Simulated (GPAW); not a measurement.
# WSe227 V2 d3p28: which magnetic order is lowest, part 2 of 2

A self-consistent run ends on one state, which hangs on the start. Several orders of WSe227 V2 d3p28 are started in GPAW and their energies compared.

GPAW 26.7.0; PBE with U = 3.2 eV on V d; plane waves with GPAW's PAW setups, scalar-relativistic.

So far. Step 2 (Start 1: ferro ++): After 52 cycles the largest moment stands at 1.54 μB.

### Step 3. Start 2: antiferro +-

An opposed order shows whether the pairs that it reverses prefer unlike signs.

The input, order2.py:

```python
import json
import numpy as np
from ase import Atoms
from ase.parallel import paropen, parprint
from gpaw import GPAW

atoms = Atoms(['V', 'Se', 'Se', 'V', 'Se', 'Se', 'W', 'Se', 'Se', 'W', 'Se', 'Se', 'W', 'Se', 'Se', 'W', 'Se', 'Se', 'W', 'Se', 'Se', 'W', 'Se', 'Se', 'W', 'Se', 'Se'],
    cell=[[9.846, 0.0, 0.0],
         [-4.923, 8.526886, 0.0],
         [0.0, -0.0, 16.34]],
    scaled_positions=[[0.0, 0.0, 0.5],
         [0.222222, 0.111111, 0.602203],
         [0.222222, 0.111111, 0.397797],
         [0.0, 0.333333, 0.5],
         [0.222222, 0.444444, 0.602203],
         [0.222222, 0.444444, 0.397797],
         [0.0, 0.666667, 0.5],
         [0.222222, 0.777778, 0.602203],
         [0.222222, 0.777778, 0.397797],
         [0.333333, 0.0, 0.5],
         [0.555556, 0.111111, 0.602203],
         [0.555556, 0.111111, 0.397797],
         [0.333333, 0.333333, 0.5],
         [0.555556, 0.444444, 0.602203],
         [0.555556, 0.444444, 0.397797],
         [0.333333, 0.666667, 0.5],
         [0.555556, 0.777778, 0.602203],
         [0.555556, 0.777778, 0.397797],
         [0.666667, 0.0, 0.5],
         [0.888889, 0.111111, 0.602203],
         [0.888889, 0.111111, 0.397797],
         [0.666667, 0.333333, 0.5],
         [0.888889, 0.444444, 0.602203],
         [0.888889, 0.444444, 0.397797],
         [0.666667, 0.666667, 0.5],
         [0.888889, 0.777778, 0.602203],
         [0.888889, 0.777778, 0.397797]],
    pbc=True,
    magmoms=[2.0, 0.0, 0.0, -2.0, 0.0, 0.0, 0.0, 0.0, 0.0, 0.0, 0.0, 0.0, 0.0, 0.0, 0.0, 0.0, 0.0, 0.0, 0.0, 0.0, 0.0, 0.0, 0.0, 0.0, 0.0, 0.0, 0.0])
atoms.calc = GPAW(mode={'name': 'pw', 'ecut': 450},
    xc='PBE',
    kpts={'size': (3, 3, 1), 'gamma': True},
    occupations={'name': 'fermi-dirac', 'width': 0.05},
    convergence={'density': 1e-05, 'energy': 1e-05},
    maxiter=200,
    mixer={'name': 'pulay', 'beta': 0.05, 'nmaxold': 6, 'weight': 50},
    setups={'V': ':d,3.2'},
    symmetry={'tolerance': 1e-4},
    txt='order2.txt')
e = atoms.get_potential_energy(force_consistent=True)
res = {'free_energy': e, 'energy_sigma0': atoms.get_potential_energy(), 'fermi_energy': atoms.calc.get_fermi_level()}
res['moments'] = atoms.get_magnetic_moments().tolist()
res['total'] = atoms.get_magnetic_moment()
parprint('site moments (muB):', np.round(res['moments'], 3))
parprint(f"total moment: {res['total']:.3f} muB")
parprint(f'free energy: {e:.6f} eV')
atoms.calc.write('order2.gpw')
with paropen('results.json', 'w') as f:
    json.dump(res, f)
```

The run is started by

```bash
OMP_NUM_THREADS=1 mpirun -n 4 gpaw python order2.py > order2.log
```

Numbers of over 12 decimals in the logs are rounded to 6 here.

The log of the run:

```text
site moments (muB): [ 1.596 -0.041 -0.041 -1.595  0.041  0.041  0.     0.     0.    -0.032
 -0.008 -0.008 -0.    -0.    -0.     0.032  0.008  0.008  0.    -0.
 -0.     0.009  0.031  0.031 -0.009 -0.031 -0.031]
total moment: 0.002 muB
free energy: -169.645303 eV

--- order2.txt ---
Input parameters:
  mode=PW(ecut=450),
  convergence={'density': 1e-05, 'energy': 1e-05},
  kpts=MonkhorstPack(size=(3, 3, 1), gamma=True),
  maxiter=200,
  mixer=Pulay(name='pulay', nmaxold=6, beta=0.05, weight=50, sigma=0.015, g_ss=None),
  occupations=Occupations(name='fermi-dirac', width=0.05),
  setups={'V': ':d,3.2'},
  symmetry=Symmetry(tolerance=0.0001),
  xc=XC(name='PBE')

Diagonalizing LCAO Hamiltonian
Converting LCAO to pw mode

                Se      Se      Se

           W      Se      Se      Se

             V  Se  Se  Se  Se  Se  Se

               V  Se   W  Se   W  Se

                    Se      Se      Se

Atoms  # Å, Bohr magnetons
|    | symbol |         x |        y |        z |    initial magnetic moments |
|----|--------|-----------|----------|----------|-----------------------------|
|  0 |      V |  0.000000 | 0.000000 | 8.170000 | ( 0.0000,  0.0000,  2.0000) |
|  1 |     Se |  1.640998 | 0.947431 | 9.839997 | ( 0.0000,  0.0000,  0.0000) |
|  2 |     Se |  1.640998 | 0.947431 | 6.500003 | ( 0.0000,  0.0000,  0.0000) |
|  3 |      V | -1.640998 | 2.842292 | 8.170000 | ( 0.0000,  0.0000, -2.0000) |
|  4 |     Se | -0.000000 | 3.789723 | 9.839997 | ( 0.0000,  0.0000,  0.0000) |
|  5 |     Se | -0.000000 | 3.789723 | 6.500003 | ( 0.0000,  0.0000,  0.0000) |
|  6 |      W | -3.282002 | 5.684594 | 8.170000 | ( 0.0000,  0.0000,  0.0000) |
|  7 |     Se | -1.641003 | 6.632024 | 9.839997 | ( 0.0000,  0.0000,  0.0000) |
|  8 |     Se | -1.641003 | 6.632024 | 6.500003 | ( 0.0000,  0.0000,  0.0000) |
|  9 |      W |  3.281997 | 0.000000 | 8.170000 | ( 0.0000,  0.0000,  0.0000) |
| 10 |     Se |  4.923005 | 0.947431 | 9.839997 | ( 0.0000,  0.0000,  0.0000) |
| 11 |     Se |  4.923005 | 0.947431 | 6.500003 | ( 0.0000,  0.0000,  0.0000) |
| 12 |      W |  1.640998 | 2.842292 | 8.170000 | ( 0.0000,  0.0000,  0.0000) |
| 13 |     Se |  3.282007 | 3.789723 | 9.839997 | ( 0.0000,  0.0000,  0.0000) |
| 14 |     Se |  3.282007 | 3.789723 | 6.500003 | ( 0.0000,  0.0000,  0.0000) |
| 15 |      W | -0.000005 | 5.684594 | 8.170000 | ( 0.0000,  0.0000,  0.0000) |
| 16 |     Se |  1.641003 | 6.632024 | 9.839997 | ( 0.0000,  0.0000,  0.0000) |
| 17 |     Se |  1.641003 | 6.632024 | 6.500003 | ( 0.0000,  0.0000,  0.0000) |
| 18 |      W |  6.564003 | 0.000000 | 8.170000 | ( 0.0000,  0.0000,  0.0000) |
| 19 |     Se |  8.205002 | 0.947431 | 9.839997 | ( 0.0000,  0.0000,  0.0000) |
| 20 |     Se |  8.205002 | 0.947431 | 6.500003 | ( 0.0000,  0.0000,  0.0000) |
| 21 |      W |  4.923005 | 2.842292 | 8.170000 | ( 0.0000,  0.0000,  0.0000) |
| 22 |     Se |  6.564003 | 3.789723 | 9.839997 | ( 0.0000,  0.0000,  0.0000) |
| 23 |     Se |  6.564003 | 3.789723 | 6.500003 | ( 0.0000,  0.0000,  0.0000) |
| 24 |      W |  3.282002 | 5.684594 | 8.170000 | ( 0.0000,  0.0000,  0.0000) |
| 25 |     Se |  4.923000 | 6.632024 | 9.839997 | ( 0.0000,  0.0000,  0.0000) |
| 26 |     Se |  4.923000 | 6.632024 | 6.500003 | ( 0.0000,  0.0000,  0.0000) |

Unit cell  # Å
| periodic |         x |         y |         z |   lengths |     angles |
|----------|-----------|-----------|-----------|-----------|------------|
|      yes |  9.846000 |  0.000000 |  0.000000 |  9.846000 |  90.000000 |
|      yes | -4.923000 |  8.526886 |  0.000000 |  9.846000 |  90.000000 |
|      yes |  0.000000 | -0.000000 | 16.340000 | 16.340000 | 120.000000 |

Number of symmetries: 2

BZ-sampling:
  Number of BZ points: 9
  Number of IBZ points: 5

  Monkhorst-Pack size: [3, 3, 1]
  Monkhorst-Pack shift: [0, 0, 0]

Plane wave coefficients: 29763
Cutoff: 450.000000 eV

Spin-components: 2 (collinear spins)
Bands:           144
Projectors:      144
Spin-degeneracy: 1
Datatype:        complex128

Parallelization:
  kpt:    2
  domain: 2
  band:   1

Density:
  Valence electrons: 232.0
  Components: 2
  Grid points: [49 49 80]
  Charge: 0.0  # |e|

Potential:
  Grid points: [49 49 80]

[... setups left out ...]
Reference energy: -4312906.271060  # eV

eigensolver:
  PPCG
  Converge bands: occupied
  niter=2

density mixing:
  Pulay-Mixer
  Linear mixing parameters: 0.05
  Old densities: 6
  Fourier metric: weight=50, sigma=0.015

occupation numbers:
  Fermi-Dirac:
    width: 0.0500  # eV

poisson solver:
  ecut: 3600.000000  # eV

xc functional:
  name: PBE with 2 nearest neighbor stencil

convergence criteria:
- Maximum integral of absolute [dens]ity change: 1e-05 electrons / valence electron
- Maximum [total energy] change in last 3 cyles: 1e-05 eV / valence electron
- Maximum integral of absolute [eigenst]ate change: 4e-08 eV^2 / valence electron
maximum number of iterations: 200

SCF iterations
|iter     |      energy | eigst |  dens |  magmom |
|---------|-------------|-------|-------|---------|
|iter:   1|       0s | -171.139563 | +0.42 |       |  +0.0000|
|iter:   2|      30s | -171.009589 | -0.84 | -1.16 |  +0.0000|
|iter:   3|      59s | -170.435512 | -1.61 | -1.21 |  +0.0000|
|iter:   4|      89s | -169.546010 | -1.52 | -1.25 |  +0.0000|
|iter:   5|     118s | -169.354477 | -1.37 | -1.40 |  +0.0000|
|iter:   6|     148s | -169.416579 | -2.01 | -1.61 |  -0.0000|
|iter:   7|     178s | -169.526778 | -2.00 | -1.78 |  -0.0000|
|iter:   8|     207s | -169.475031 | -2.47 | -2.06 |  -0.0000|
|iter:   9|     237s | -169.506799 | -3.25 | -2.14 |  -0.0000|
|iter:  10|     266s | -169.517961 | -3.68 | -2.40 |  -0.0000|
[... 29 iterations left out ...]
|iter:  40|    1174s | -169.598067c| -6.71 | -4.29 |  +0.0013|
|iter:  41|    1205s | -169.598076c| -7.44c| -4.45 |  +0.0013|
|iter:  42|    1220s | -169.598082c| -7.51c| -4.50 |  +0.0014|
|iter:  43|    1250s | -169.598070c| -7.03 | -4.57 |  +0.0014|
|iter:  44|    1281s | -169.598059c| -7.18 | -4.69 |  +0.0015|
|iter:  45|    1311s | -169.598048c| -7.23 | -4.74 |  +0.0015|
|iter:  46|    1342s | -169.598062c| -7.43c| -4.82 |  +0.0015|
|iter:  47|    1358s | -169.598063c| -8.00c| -4.92 |  +0.0016|
|iter:  48|    1373s | -169.598059c| -7.66c| -4.99 |  +0.0016|
|iter:  49|    1389s | -169.598056c| -7.73c| -5.06c|  +0.0016|

Converged in 49 steps
Energy contributions relative to reference atoms: (reference = -4312906.271060)

Energy contributions:
  Kinetic:         214.373531
  Coulomb:        -214.928845
  Zero:             -0.800222
  External:          0.000000
  Xc:             -168.195274
  Entropy:          -0.094493
  Spinorbit:         0.000000
  ----------------------------
  Free energy:    -169.645303
  Extrapolated:   -169.598056

dipole moment: (2.816286, -106.042447, 0.001198)  # |e|*Ang

Total magnetic moment: (0.000000, 0.000000, 0.001593)

Local magnetic moments
|        x |        y |         z |
|----------|----------|-----------|
| 0.000000 | 0.000000 |  1.595800 |  # V    0
| 0.000000 | 0.000000 | -0.040806 |  # Se   1
| 0.000000 | 0.000000 | -0.040806 |  # Se   2
| 0.000000 | 0.000000 | -1.594989 |  # V    3
| 0.000000 | 0.000000 |  0.040897 |  # Se   4
| 0.000000 | 0.000000 |  0.040897 |  # Se   5
| 0.000000 | 0.000000 |  0.000206 |  # W    6
| 0.000000 | 0.000000 |  0.000008 |  # Se   7
| 0.000000 | 0.000000 |  0.000008 |  # Se   8
| 0.000000 | 0.000000 | -0.032414 |  # W    9
| 0.000000 | 0.000000 | -0.007874 |  # Se  10
| 0.000000 | 0.000000 | -0.007874 |  # Se  11
[...]
| 0.000000 | 0.000000 | -0.000082 |  # Se  19
| 0.000000 | 0.000000 | -0.000082 |  # Se  20
| 0.000000 | 0.000000 |  0.008597 |  # W   21
| 0.000000 | 0.000000 |  0.031308 |  # Se  22
| 0.000000 | 0.000000 |  0.031308 |  # Se  23
| 0.000000 | 0.000000 | -0.008510 |  # W   24
| 0.000000 | 0.000000 | -0.031359 |  # Se  25
| 0.000000 | 0.000000 | -0.031359 |  # Se  26

Fermi level: 0.113
Eigenvalues  # (at kpt = [0.000, 0.000, 0.000])
| band index |      eig [eV] | occ [0-1] |      eig [eV] | occ [0-1] |
|------------|---------------|-----------|---------------|-----------|
|          0 |       -73.874 |     1.000 |       -73.874 |     1.000 |
|        ... |               |           |               |           |
|        107 |        -1.050 |     1.000 |        -1.050 |     1.000 |
|        108 |        -0.885 |     1.000 |        -0.885 |     1.000 |
|        109 |        -0.796 |     1.000 |        -0.796 |     1.000 |
|        110 |        -0.676 |     1.000 |        -0.676 |     1.000 |
|        111 |        -0.662 |     1.000 |        -0.662 |     1.000 |
|        112 |        -0.621 |     1.000 |        -0.621 |     1.000 |
|        113 |        -0.554 |     1.000 |        -0.554 |     1.000 |
|        114 |        -0.266 |     0.999 |        -0.266 |     0.999 |
|        115 |         0.203 |     0.142 |         0.203 |     0.142 |
|        116 |         0.367 |     0.006 |         0.368 |     0.006 |
|        117 |         1.033 |     0.000 |         1.032 |     0.000 |
|        118 |         1.546 |     0.000 |         1.545 |     0.000 |
|        119 |         1.863 |     0.000 |         1.865 |     0.000 |
|        120 |         1.932 |     0.000 |         1.933 |     0.000 |
|        121 |         2.014 |     0.000 |         2.014 |     0.000 |
|        122 |         2.245 |     0.000 |         2.245 |     0.000 |
|        ... |               |           |               |           |
|        143 |         3.841 |     0.000 |         3.840 |     0.000 |

No gap
No difference between direct/indirect transitions
```

Elapsed: 24 min, on 4 MPI ranks of Arm Neoverse V2, shared host; peak memory 2.7 GiB; 1.6 h of CPU time.

Spin moment in the augmentation sphere by element, in μB:

| element | atoms | mean | spread (r.m.s.) | least | largest |
| --- | --- | --- | --- | --- | --- |
| V | 2 | 0.00 | 1.60 | -1.59 | 1.60 |
| Se | 18 | 0.00 | 0.02 | -0.04 | 0.04 |
| W | 7 | 0.00 | 0.02 | -0.03 | 0.03 |

The atoms farthest from the mean of their element:

| atom | x, y, z (Å) | spin moment in the augmentation sphere (μB) |
| --- | --- | --- |
| V1 | 0.00, 0.00, 8.17 | 1.60 |
| V4 | -1.64, 2.84, 8.17 | -1.59 |
| Se6 | 0.00, 3.79, 6.50 | 0.04 |
| Se5 | 0.00, 3.79, 9.84 | 0.04 |
| Se3 | 1.64, 0.95, 6.50 | -0.04 |
| Se2 | 1.64, 0.95, 9.84 | -0.04 |
| W10 | 3.28, 0.00, 8.17 | -0.03 |
| W16 | 0.00, 5.68, 8.17 | 0.03 |

Read from the output:

| Item | Value |
| --- | --- |
| magnetization | 0 μB |
| final state | antiferromagnetic |

It lies 44.0 meV a seeded atom over the first start, and its largest moment is 1.60 μB against 1.54 μB.

### Step 4. The states side by side

These are free energies at a smearing of 0.05 eV, so its entropy term is in the differences. They are divided by the number of seeded atoms, so that cells of unlike size compare.

Orders:

| start | final state | typed order kept | energy over the lowest (meV a seeded atom) | largest site moment (μB) | net moment (μB a primitive cell) | mesh matched | CPU time (s) |
| --- | --- | --- | --- | --- | --- | --- | --- |
| ferro ++ | ferromagnetic | yes | 0 | 1.542 | 1.993 | yes | 5963 |
| antiferro +- | antiferromagnetic | yes | 43.98 | 1.596 | 0.001593 | yes | 5729 |

### Step 5. Summary of results

| Quantity | Value |
| --- | --- |
| lowest state found | ferromagnetic (typed ferro ++) |
| largest site moment | 1.54 μB |
| next state | antiferromagnetic, 44.0 meV a seeded atom higher |

**Reading.** The lowest state found is ferromagnetic, reached from the start ferro ++, with moments up to 1.54 μB. The next state costs 44 meV a seeded atom. Only 2 starts are shown; other collinear patterns, canted and longer-period orders are not. Under a U a part-filled d shell can order its orbitals; no such lower state was searched for, and the cell's symmetry can forbid it.

[Logs and program files are shortened in this print: banners, set-up blocks, solver, clock and traceback lines can be left out without a mark of their own.]

[Logs are printed without paths, hosts, clocks, repeated set-up lines and the standing remarks that a program may print on its own settings, such as how far it seeks lower states.]

[Hosts, paths, dates, database ids (printed as entryN), source tags and the programs' standing remarks are cut or masked in the printed files.]

[Where a cell is said to come from a database of computed structures, the database is the Materials Project.]
